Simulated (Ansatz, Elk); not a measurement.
## How far do independent atoms describe SrBe2Ge2?

The structure of SrBe2Ge2 used here is made up (a known structure type with other elements) and was relaxed beforehand with PBE. The aim is the Fourier transform of its all-electron density, F(hkl), set beside the sum over free spherical atoms that refinements use.

Main program and level: Elk 11.2.3 (patched build); DFT, PBE, all-electron APW+lo, Dirac cores, scalar-relativistic bands, static density, no spin.

This account leaves out most program logs.

The structure was built from a prototype and need not be the compound's stable phase.

## 1. The structure

The structure is tetragonal, space group I4/mmm (No. 139). Conventional cell: a = 4.145 Å, b = 4.145 Å, c = 10.107 Å, α = 90.00°, β = 90.00°, γ = 90.00°. Sr has 8 Ge at 3.22 Å and 8 Be at 3.27 Å nearest. Ge has 4 Be at 2.39 Å and 1 Ge at 2.65 Å and 4 Sr at 3.22 Å nearest. Nearest to Be lie 4 Ge at 2.39 Å and 4 Be at 2.93 Å and 4 Sr at 3.27 Å. Farther neighbours are not listed.

## 2. Ground state and structure factors

An all-electron density is needed, since X-rays see the cores too. Task 0 finds the density and task 195 Fourier-transforms it; tshift is off so that phases refer to the origin typed.

elk.in reads:

```
tasks
  0
  195

xctype
  20

spinpol
  .false.

rgkmax
  7.0

gmaxvr
  14.0

lmaxo
  7

lmaxapw
  8

swidth
  0.002

tshift
  .false.

ramdisk
  .false.

hmaxvr
  5.5

maxscl
  120

epspot
  1e-06

sppath
  './'

avec
  -3.91651262313 3.91651262313 9.54982264064
  3.91651262313 -3.91651262313 9.54982264064
  3.91651262313 3.91651262313 -9.54982264064

atoms
  3
  'Sr.in'
  1
  0.0000000000 0.0000000000 0.0000000000   0.000000 0.000000 0.000000
  'Ge.in'
  2
  0.3687520191 0.3687520191 -0.0000000000   0.000000 0.000000 0.000000
  0.6312479809 0.6312479809 -0.0000000000   0.000000 0.000000 0.000000
  'Be.in'
  2
  0.7500000000 0.2500000000 0.5000000000   0.000000 0.000000 0.000000
  0.2500000000 0.7500000000 0.5000000000   0.000000 0.000000 0.000000

ngridk
  8 8 8
```

Run with:

```console
$ OMP_NUM_THREADS=4 elk
```

Run time: 38 s. Hardware: 4 threads of Intel Xeon 6975P-C (Granite Rapids), shared host; peak memory 0.19 GiB.

SFACRHO.OUT:

```text

h k l indices transformed by vhmat matrix:
   1.000000000       0.000000000       0.000000000    
   0.000000000       1.000000000       0.000000000    
   0.000000000       0.000000000       1.000000000    

      h      k      l  multipl.   |H|            Re(F)            Im(F)           |F|

      0      0      0      1   0.0000000       110.00000      0.51209045E-16   110.00000    
     -1     -1      1      2  0.65793738       23.629270     -0.36065954E-14   23.629270    
      0      1      0      8  0.86697721      -5.4861568      0.40657868E-14   5.4861568    
      0      0     -1      4   1.1343977       79.910617     -0.58119279E-15   79.910617    
      2      1     -1      8   1.2717754       71.149560      -0.0000000       71.149560    
      1      1      0      8   1.3113885       30.400138     -0.46315338E-15   30.400138    
     -2     -2      2      2   1.3158748      -16.456538     -0.89418598E-15   16.456538    
     -1      1     -1      4   1.6042806       79.783245      0.42781074E-15   79.783245    
      0      2      0      8   1.7339544       20.263990     -0.23109521E-16   20.263990    
     -2     -2      3      8   1.7373499      -22.111908      0.12513055E-14   22.111908    
      1      0      1     16   1.8235586      -4.0873759      -0.0000000       4.0873759    
      3      2     -3      8   1.8300107       52.088036      -0.0000000       52.088036    
      3      3     -3      2   1.9738121       33.114308     -0.12528748E-14   33.114308    
     -1     -2      0     16   2.0472247       59.636571      -0.0000000       59.636571    
      1      3     -1      8   2.0749079      -14.001193     -0.15436540E-14   14.001193    
      0      0     -2      4   2.2687954       69.020405      0.13439407E-14   69.020405    
      3      3     -2      8   2.2765747       37.238108     -0.61986636E-14   37.238108    
     -1      3     -1      8   2.3622689       17.566717      0.10412215E-14   17.566717
```

Elk indexes on the primitive cell of elk.in and gives |H| = 4π sin θ/λ in inverse bohr. Below, one row stands for each form hkl of the conventional cell (m members, Friedel mates merged), F is for one primitive cell and the density is static (no thermal factor). Free-atom factors are Waasmaier and Kirfel's, and R is Σm||F|−|F'||/Σm|F|.

```tsv
hkl	m	sin θ/λ (Å⁻¹)	abs F, DFT	neutral atoms	diff.
002	2	0.099	23.629	23.702	-0.072
101	8	0.130	5.486	5.385	+0.102
110	4	0.171	79.911	80.066	-0.155
103	8	0.191	71.150	71.028	+0.122
112	8	0.197	30.400	30.251	+0.149
004	2	0.198	16.456	16.403	+0.053
200	4	0.241	79.783	80.162	-0.379
202	8	0.261	20.264	20.169	+0.095
114	8	0.261	22.112	22.445	-0.333
211	16	0.274	4.087	4.334	-0.247
105	8	0.275	52.088	52.361	-0.273
006	2	0.297	33.114	32.983	+0.132
213	16	0.308	59.637	59.968	-0.331
204	8	0.312	14.001	14.233	-0.232
220	4	0.341	69.020	69.284	-0.263
116	8	0.342	37.238	37.274	-0.036
222	8	0.355	17.567	17.521	+0.046
301	8	0.365	3.643	3.693	-0.050
```

## 3. The highest occupied states alone

An energy window below the Fermi level keeps the highest occupied states, to see at which angles they scatter; shallow core shells can lie inside it and anion s states outside. No new self-consistency is needed.

elk.in: that of step 2 with these lines changed.

```diff
@@ -1,3 +1,2 @@
 tasks
-  0
   195
@@ -40,2 +39,5 @@
 
+wsfac
+  -0.291890 0.559350
+
 sppath
```

Run with:

```console
$ OMP_NUM_THREADS=4 elk
```

It took 8.5 s on 4 threads; peak memory 0.16 GiB; 11 s of CPU time.

States within 15 eV below the Fermi level hold 14.00 electrons; any levels below the window count with the cores. Their amplitudes can exceed the total, where window and core parts have opposite phase:

```tsv
hkl	sin θ/λ (Å⁻¹)	abs F, window	abs F, all
002	0.099	2.293	23.629
101	0.130	2.233	5.486
110	0.171	0.906	79.911
103	0.191	1.136	71.150
112	0.197	0.527	30.400
004	0.198	0.657	16.456
200	0.241	0.232	79.783
202	0.261	0.149	20.264
114	0.261	0.169	22.112
211	0.274	0.238	4.087
```

## 4. Another functional

The difference from free atoms is small, so it is set against the change that PBEsol makes.

elk.in: that of step 3 with these lines changed.

```diff
@@ -1,2 +1,3 @@
 tasks
+  0
   195
@@ -4,3 +5,3 @@
 xctype
-  20
+  22
 
@@ -39,5 +40,2 @@
 
-wsfac
-  -0.291890 0.559350
-
 sppath
```

Run with:

```console
$ OMP_NUM_THREADS=4 elk
```

Run time: 38 s. Hardware: 4 threads; peak memory 0.19 GiB; 1.8 min of CPU time.

Against the first run R = 0.03 %; the largest change is -0.026 at 112.

## 5. Basis size

A smaller basis shows how fast F responds to it; the change is likely larger than the basis error of the first run, but doesn't show convergence.

elk.in: that of step 4 with these lines changed.

```diff
@@ -5,3 +5,3 @@
 xctype
-  22
+  20
 
@@ -11,3 +11,3 @@
 rgkmax
-  7.0
+  5.5
```

Run with:

```console
$ OMP_NUM_THREADS=4 elk
```

The job ended after 33 s (4 threads; peak memory 0.19 GiB; 85 s of CPU time).

Against the first run R = 0.01 %; the largest change is +0.024 at 008.

## 6. Settings against the effect

```tsv
run	R against the first run (%)	R against neutral atoms, low angle (%)	wall time
PBE, rgkmax 7	0.00	0.62	38 s
PBEsol	0.03	0.60	38 s
rgkmax 5.5	0.01	0.61	33 s
```

## 7. Summary of results

| Property | Result |
| --- | --- |
| R against neutral atoms, sin θ/λ < 0.3 Å⁻¹ | 0.62 % |
| R against neutral atoms, 0.3 to 0.82 Å⁻¹ | 0.24 % |

What this shows: Independent neutral atoms miss the calculated amplitudes by R = 0.62 % below 0.3 Å⁻¹ and 0.24 % from there to 0.82 Å⁻¹; by shells, 1.05 % below 0.15 Å⁻¹ (2 forms), 0.60 % 0.15 to 0.3 (10 forms), 0.31 % 0.3 to 0.45 (19 forms), 0.23 % above 0.45 (117 forms). Bonding, aspherical density and the tables' own atoms all enter these figures, and the runs don't part them. The largest change of an amplitude is -0.38 electrons, at 200. The window's part falls from 14.0 electrons at the origin to at most 0.19 between 0.45 and 0.82 Å⁻¹. Below 0.3 Å⁻¹ the changes that finished (PBEsol and rgkmax 5.5) move F by R = 0.03 % at most, against the 0.62 % that separates it from free atoms. The k-mesh has no finished test. Part of the difference isn't bonding: the tables are fits to free atoms and ions calculated by other methods than this functional. Thermal motion, anomalous dispersion and extinction are left out.

[Logs are printed without paths, hosts, clocks, repeated set-up lines and the standing remarks that a program may print on its own settings, such as how far it seeks lower states.]

[Hosts, paths, dates, database ids (printed as entryN), source tags and the programs' standing remarks are cut or masked in the printed files.]
